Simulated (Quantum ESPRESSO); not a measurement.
# TlCuF3: parallel moments in the primitive cell

Does TlCuF3 keep a moment from a parallel start?

Main program and level: Quantum ESPRESSO 7.5; PBEsol with U = 6 eV on Cu d (ortho-atomic projectors); plane waves with GBRV 1.5 PBEsol potentials, no spin-orbit coupling.

## (1) Starting point

Symmetry: P4/mmm, No. 123, tetragonal system. The conventional cell has a = 4.091 Å, b = 4.091 Å, c = 4.076 Å, α = 90.00°, β = 90.00°, γ = 90.00°. Tl has 12 F at 2.89 Å nearest. Nearest to Cu lie 6 F at 2.04 to 2.05 Å. Nearest to F lie 2 Cu at 2.04 Å. Nearest to F lie 2 Cu at 2.05 Å. Farther neighbours and most contacts between anions are not listed.

Structure file:

```cif
data_structure
_symmetry_space_group_name_H-M 'P4/mmm'
_symmetry_Int_Tables_number 123
_cell_length_a 4.0905
_cell_length_b 4.0905
_cell_length_c 4.0763
_cell_angle_alpha 90.000
_cell_angle_beta 90.000
_cell_angle_gamma 90.000
_cell_volume 68.21
loop_
_atom_site_label
_atom_site_type_symbol
_atom_site_symmetry_multiplicity
_atom_site_Wyckoff_symbol
_atom_site_fract_x
_atom_site_fract_y
_atom_site_fract_z
_atom_site_occupancy
Tl1 Tl 1 d 0.50000 0.50000 0.50000 1
Cu1 Cu 1 a 0.00000 0.00000 0.00000 1
F1 F 1 b 0.00000 0.00000 0.50000 1
F2 F 2 f 0.50000 0.00000 0.00000 1
```

The cell comes from Materials Project 2023-11-01, a database of computed structures, and need not be the stable phase.

## (2) Run 1 (ferro +)

The signs are those of the starting moments on the seeded atoms, the atoms that are given a moment.

Input file pw.in:

```
&CONTROL
  calculation = 'scf'
  prefix = 'pwscf'
  outdir = './tmp'
  pseudo_dir = './pseudo'
  disk_io = 'nowf'
  tprnfor = .true.
  tstress = .true.
/
&SYSTEM
  ibrav = 0
  nat = 5
  ntyp = 3
  ecutwfc = 40
  ecutrho = 280
  nbnd = 37
  occupations = 'smearing'
  smearing = 'fd'
  degauss = 0.00367493
  nspin = 2
  starting_magnetization(1) = 0
  starting_magnetization(2) = 0.0526
  starting_magnetization(3) = 0
/
&ELECTRONS
  conv_thr = 1d-08
  electron_maxstep = 150
  mixing_beta = 0.3
/
ATOMIC_SPECIES
Tl    204.3800 tl_pbesol_v1.2.uspp.F.UPF
Cu     63.5460 cu_pbesol_v1.2.uspp.F.UPF
F      18.9984 f_pbesol_v1.4.uspp.F.UPF
CELL_PARAMETERS bohr
   7.7299562523    0.0000000000    0.0000000000
   0.0000000000    7.7299562523    0.0000000000
   0.0000000000    0.0000000000    7.7031444968
ATOMIC_POSITIONS crystal
Tl      0.5000000000    0.5000000000    0.5000000000
Cu      0.0000000000    0.0000000000    0.0000000000
F       0.0000000000    0.0000000000    0.5000000000
F       0.5000000000    0.0000000000    0.0000000000
F       0.0000000000    0.5000000000    0.0000000000
K_POINTS automatic
6 6 6 0 0 0
HUBBARD {ortho-atomic}
U Cu-3d 6.0000
```

Run with:

```bash
$ OMP_NUM_THREADS=1 mpirun -n 2 pw.x -nk 2 -in pw.in > pw.out
```

What it wrote:

```text
Program PWSCF v.7.5 starts

     Message from routine setup:
     using ibrav=0 with symmetry is DISCOURAGED, use correct ibrav instead

     K-points division:     npool     =       2
     Subspace diagonalization in iterative solution of the eigenvalue problem:

     G-vector sticks info
     --------------------
     sticks:   dense  smooth     PW     G-vecs:    dense   smooth      PW
     Sum        1321     761    241                36353    15679    2721

     Using Slab Decomposition

     bravais-lattice index     =            0
     lattice parameter (alat)  =       7.7300  a.u.
     unit-cell volume          =     460.2800 (a.u.)^3
     number of atoms/cell      =            5
     number of atomic types    =            3
     number of electrons       =        53.00
     number of Kohn-Sham states=           37
     kinetic-energy cutoff     =      40.0000  Ry
     charge density cutoff     =     280.0000  Ry
     scf convergence threshold =      1.0E-08
     mixing beta               =       0.3000
     number of iterations used =            8  plain     mixing
     Exchange-correlation= SLA  PW   PSX  PSC
                           (   1   4  10   8   0   0   0)
     Hubbard projectors: ortho-atomic
     Hubbard parameters of DFT+U (Dudarev formulation) in eV:
     U(Cu-3d) =  6.0000

     Internal variables: lda_plus_u =T, lda_plus_u_kind = 0

     Internal variables: orbital_resolved =F, hub_pot_fix =F, apply_U = F

     celldm(1)=   7.729956  celldm(2)=   0.000000  celldm(3)=   0.000000
     celldm(4)=   0.000000  celldm(5)=   0.000000  celldm(6)=   0.000000

     crystal axes: (cart. coord. in units of alat)
               a(1) = (   1.000000   0.000000   0.000000 )
               a(2) = (   0.000000   1.000000   0.000000 )
               a(3) = (   0.000000   0.000000   0.996531 )

     reciprocal axes: (cart. coord. in units 2 pi/alat)
               b(1) = (  1.000000  0.000000  0.000000 )
               b(2) = (  0.000000  1.000000  0.000000 )
               b(3) = (  0.000000  0.000000  1.003481 )

     PseudoPot. # 1 for Tl read from file:
     tl_pbesol_v1.2.uspp.F.UPF
     Pseudo is Ultrasoft + core correction, Zval = 13.0
     Generated by new atomic code, or converted to UPF format
     Using radial grid of  899 points,  6 beta functions with:
                l(1) =   0
                l(2) =   0
                l(3) =   1
                l(4) =   1
                l(5) =   2
                l(6) =   2
     Q(r) pseudized with  6 coefficients,  rinner =    1.100   1.100   1.100
                                                       1.100   1.100

     PseudoPot. # 2 for Cu read from file:
     cu_pbesol_v1.2.uspp.F.UPF
     Pseudo is Ultrasoft + core correction, Zval = 19.0
     Generated by new atomic code, or converted to UPF format
     Using radial grid of  867 points,  6 beta functions with:
                l(1) =   0
                l(2) =   0
                l(3) =   1
                l(4) =   1
                l(5) =   2
                l(6) =   2
     Q(r) pseudized with  8 coefficients,  rinner =    1.150   1.150   1.150
                                                       1.150   1.150

     PseudoPot. # 3 for F  read from file:
     f_pbesol_v1.4.uspp.F.UPF
     Pseudo is Ultrasoft, Zval =  7.0
     Generated by new atomic code, or converted to UPF format
     Using radial grid of  799 points,  4 beta functions with:
                l(1) =   0
                l(2) =   0
                l(3) =   1
                l(4) =   1
     Q(r) pseudized with  8 coefficients,  rinner =    0.950   0.950   0.950

     atomic species   valence    mass     pseudopotential
     Tl               13.00   204.38000     Tl( 1.00)
     Cu               19.00    63.54600     Cu( 1.00)
     F                 7.00    18.99840     F ( 1.00)

     Starting magnetic structure
     atomic species   magnetization
     Tl              0.000
     Cu              0.053
     F               0.000

     16 Sym. Ops., with inversion, found

   Cartesian axes

     site n.     atom                  positions (alat units)
         1        Tl     tau(   1) = (   0.5000000   0.5000000   0.4982657  )
         2        Cu     tau(   2) = (   0.0000000   0.0000000   0.0000000  )
         3        F      tau(   3) = (   0.0000000   0.0000000   0.4982657  )
         4        F      tau(   4) = (   0.5000000   0.0000000   0.0000000  )
         5        F      tau(   5) = (   0.0000000   0.5000000   0.0000000  )

     number of k points=    40  Fermi-Dirac smearing, width (Ry)=  0.0037
                       cart. coord. in units 2pi/alat
        k(    1) = (   0.0000000   0.0000000   0.0000000), wk =   0.0046296
        k(    2) = (   0.0000000   0.0000000   0.1672468), wk =   0.0092593
        k(    3) = (   0.0000000   0.0000000   0.3344935), wk =   0.0092593
        k(    4) = (   0.0000000   0.0000000  -0.5017403), wk =   0.0046296
        k(    5) = (   0.0000000   0.1666667   0.0000000), wk =   0.0185185
        [... 35 further k-points ...]

     Dense  grid:    36353 G-vectors     FFT dimensions: (  45,  45,  45)

     Smooth grid:    15679 G-vectors     FFT dimensions: (  32,  32,  32)

     Check: negative core charge=   -0.000002
     Generating pointlists ...
     new r_m :   0.2912 (alat units)  2.2508 (a.u.) for type    1
     new r_m :   0.2055 (alat units)  1.5888 (a.u.) for type    2
     new r_m :   0.2055 (alat units)  1.5888 (a.u.) for type    3

     Initial potential from superposition of free atoms

     starting charge      51.9956, renormalised to      53.0000

     negative rho (up, down):  2.482E-02 2.482E-02

     STARTING HUBBARD OCCUPATIONS:

     =================== HUBBARD OCCUPATIONS ===================
     ------------------------ ATOM    2 ------------------------
     Tr[ns(  2)] (up, down, total) =   5.00000  3.00000  8.00000
     Atomic magnetic moment for atom   2 =   2.00000
     [... lines left out ...]
     Number of occupied Hubbard levels =    8.0000

     Atomic wfc used for Hubbard projectors are orthogonalized

     Starting wfcs are   34 randomized atomic wfcs +    3 random wfcs

     Self-consistent Calculation

     iteration #  1     ecut=    40.00 Ry     beta= 0.30
     Davidson diagonalization with overlap
     ethr =  1.00E-02,  avg # of iterations =  6.1

     =================== HUBBARD OCCUPATIONS ===================
     ------------------------ ATOM    2 ------------------------
     Tr[ns(  2)] (up, down, total) =   4.97572  4.95888  9.93460
     Atomic magnetic moment for atom   2 =   0.01684
     [... lines left out ...]
     Number of occupied Hubbard levels =    9.9346

     negative rho (up, down):  2.521E-02 2.522E-02

     total energy              =    -693.48007044 Ry
     estimated scf accuracy    <       1.17375570 Ry

     total magnetization       =     0.01 Bohr mag/cell
     absolute magnetization    =     0.12 Bohr mag/cell

     iteration #  2     ecut=    40.00 Ry     beta= 0.30
     Davidson diagonalization with overlap
     ethr =  2.21E-03,  avg # of iterations =  2.5

     negative rho (up, down):  2.497E-02 2.498E-02

     total energy              =    -693.70401076 Ry
     estimated scf accuracy    <       0.38120244 Ry

     total magnetization       =     0.46 Bohr mag/cell
     absolute magnetization    =     0.46 Bohr mag/cell

     iteration #  3     ecut=    40.00 Ry     beta= 0.30
     Davidson diagonalization with overlap
     ethr =  7.19E-04,  avg # of iterations =  2.2

     negative rho (up, down):  2.464E-02 2.466E-02

     total energy              =    -693.73013936 Ry
     estimated scf accuracy    <       0.05088625 Ry

     total magnetization       =     0.45 Bohr mag/cell
     absolute magnetization    =     0.45 Bohr mag/cell

     [... further iterations left out ...]

     iteration # 17     ecut=    40.00 Ry     beta= 0.30
     Davidson diagonalization with overlap
     ethr =  3.17E-09,  avg # of iterations =  1.2

     negative rho (up, down):  2.395E-02 2.401E-02

     total energy              =    -693.75375674 Ry
     estimated scf accuracy    <       0.00000018 Ry

     total magnetization       =     1.00 Bohr mag/cell
     absolute magnetization    =     1.04 Bohr mag/cell

     iteration # 18     ecut=    40.00 Ry     beta= 0.30
     Davidson diagonalization with overlap
     ethr =  3.32E-10,  avg # of iterations =  3.6

     negative rho (up, down):  2.395E-02 2.401E-02

     total energy              =    -693.75375663 Ry
     estimated scf accuracy    <       0.00000097 Ry

     total magnetization       =     1.00 Bohr mag/cell
     absolute magnetization    =     1.04 Bohr mag/cell

     iteration # 19     ecut=    40.00 Ry     beta= 0.30
     Davidson diagonalization with overlap
     ethr =  3.32E-10,  avg # of iterations =  2.6

     negative rho (up, down):  2.395E-02 2.401E-02

     total energy              =    -693.75375682 Ry
     estimated scf accuracy    <       0.00000007 Ry

     total magnetization       =     1.00 Bohr mag/cell
     absolute magnetization    =     1.04 Bohr mag/cell

     iteration # 20     ecut=    40.00 Ry     beta= 0.30
     Davidson diagonalization with overlap
     ethr =  1.32E-10,  avg # of iterations =  1.5

     negative rho (up, down):  2.395E-02 2.401E-02

     Magnetic moment per site  (integrated on atomic sphere of radius R)
     atom   1 (R=0.291)  charge= 10.7954  magn=  0.0028
     atom   2 (R=0.206)  charge= 16.6033  magn=  0.6972
     atom   3 (R=0.206)  charge=  6.5277  magn=  0.1017
     atom   4 (R=0.206)  charge=  6.5258  magn=  0.1024
     atom   5 (R=0.206)  charge=  6.5258  magn=  0.1024

     End of self-consistent calculation

     =================== HUBBARD OCCUPATIONS ===================
     ------------------------ ATOM    2 ------------------------
     Tr[ns(  2)] (up, down, total) =   4.96371  4.28195  9.24566
     Atomic magnetic moment for atom   2 =   0.68177
     [... lines left out ...]
     Number of occupied Hubbard levels =    9.2457

     [... lines left out ...]
     the Fermi energy is     6.7709 ev

!    total energy              =    -693.75375683 Ry
     estimated scf accuracy    <          5.9E-09 Ry
     smearing contrib. (-TS)   =      -0.00067516 Ry
     internal energy E=F+TS    =    -693.75308168 Ry

     The total energy is F=E-TS. E is the sum of the following terms:
     one-electron contribution =    -451.99092648 Ry
     hartree contribution      =     259.24697655 Ry
     xc contribution           =    -127.74337793 Ry
     ewald contribution        =    -373.38003859 Ry
     Hubbard energy            =       0.11428478 Ry

     total magnetization       =     1.00 Bohr mag/cell
     absolute magnetization    =     1.04 Bohr mag/cell

     convergence has been achieved in  20 iterations

     negative rho (up, down):  2.395E-02 2.401E-02

     Forces acting on atoms (cartesian axes, Ry/au):

     atom    1 type  1   force =     0.00000000    0.00000000    0.00000000
     atom    2 type  2   force =     0.00000000    0.00000000    0.00000000
     atom    3 type  3   force =     0.00000000    0.00000000    0.00000000
     atom    4 type  3   force =     0.00000000    0.00000000    0.00000000
     atom    5 type  3   force =     0.00000000    0.00000000    0.00000000

     Total force =     0.000000     Total SCF correction =     0.000000

     Computing stress (Cartesian axis) and pressure

     negative rho (up, down):  2.395E-02 2.401E-02
          total   stress  (Ry/bohr**3)                   (kbar)     P=       -8.79
  -0.00006682   0.00000000   0.00000000           -9.83        0.00        0.00
   0.00000000  -0.00006682   0.00000000            0.00       -9.83        0.00
   0.00000000   0.00000000  -0.00004561            0.00        0.00       -6.71

=------------------------------------------------------------------------------=
   JOB DONE.
=------------------------------------------------------------------------------=
```

Elapsed: 88 s, on 2 MPI ranks of Arm Neoverse V1, shared host; peak memory 0.37 GiB; 2.9 min of CPU time.

Spin moment in the atom's sphere by atom:

| atom | spin moment in the atom's sphere (μB) |
| --- | --- |
| Tl1 | 0.003 |
| Cu2 | 0.697 |
| F3 | 0.102 |
| F4 | 0.102 |
| F5 | 0.102 |

This step gave:

| Quantity | Value |
| --- | --- |
| smearing term TS | 0.009186 eV |
| pressure | -0.879 GPa |
| magnetization | 0.996 μB |
| absolute magnetization | 1.043 μB |
| final state | ferromagnetic |

Spin density in the ac plane at fractional y = 0.000, with atoms of Cu and F within 0.2 Å of it.

Ten even steps from '_' (0.0 e/Å³) to '@' (2.8 e/Å³), each cell a mean:
```
##::____________________..++
::________________________..
____________________________
____________________________
____________________________
..__________________________
..__________________________
..__________________________
____________________________
____________________________
____________________________
--________________________::
@@--________....________::##
```
Columns run along a (4.1 Å), rows up along c (4.1 Å). Atoms in or near the plane, at fractional coordinates: Cu at (0.00, 0.00), F at (0.00, 0.50), F at (0.50, 0.00).

Valence density in the ac plane at fractional y = 0.000, with atoms of Cu and F within 0.2 Å of it. It is the smooth field of the valence electrons, not physical close to the nuclei.

Ten steps, logarithmic in the rise over the least value, from '0' (0 e/Å³) to '9' (57 e/Å³), each cell a mean:
```
96211466421258
53101234210135
11000011100011
11000000000001
32100000000023
64200000000135
65200000000146
53100000000135
21000000000012
10000000000001
21000112100012
74201244310146
97311466521269
```
Columns run along a (4.1 Å), rows up along c (4.1 Å). Atoms in or near the plane, at fractional coordinates: Cu at (0.00, 0.00), F at (0.00, 0.50), F at (0.50, 0.00).

(Continued in part 2 of 2.)

[Logs and program files are shortened in this print: banners, set-up blocks, solver, clock and traceback lines can be left out without a mark of their own.]

[Logs are printed without paths, hosts, clocks, repeated set-up lines and the standing remarks that a program may print on its own settings, such as how far it seeks lower states.]

[Hosts, paths, dates, database ids (printed as entryN), source tags and the programs' standing remarks are cut or masked in the printed files.]

[Where a cell is said to come from a database of computed structures, the database is the Materials Project.]
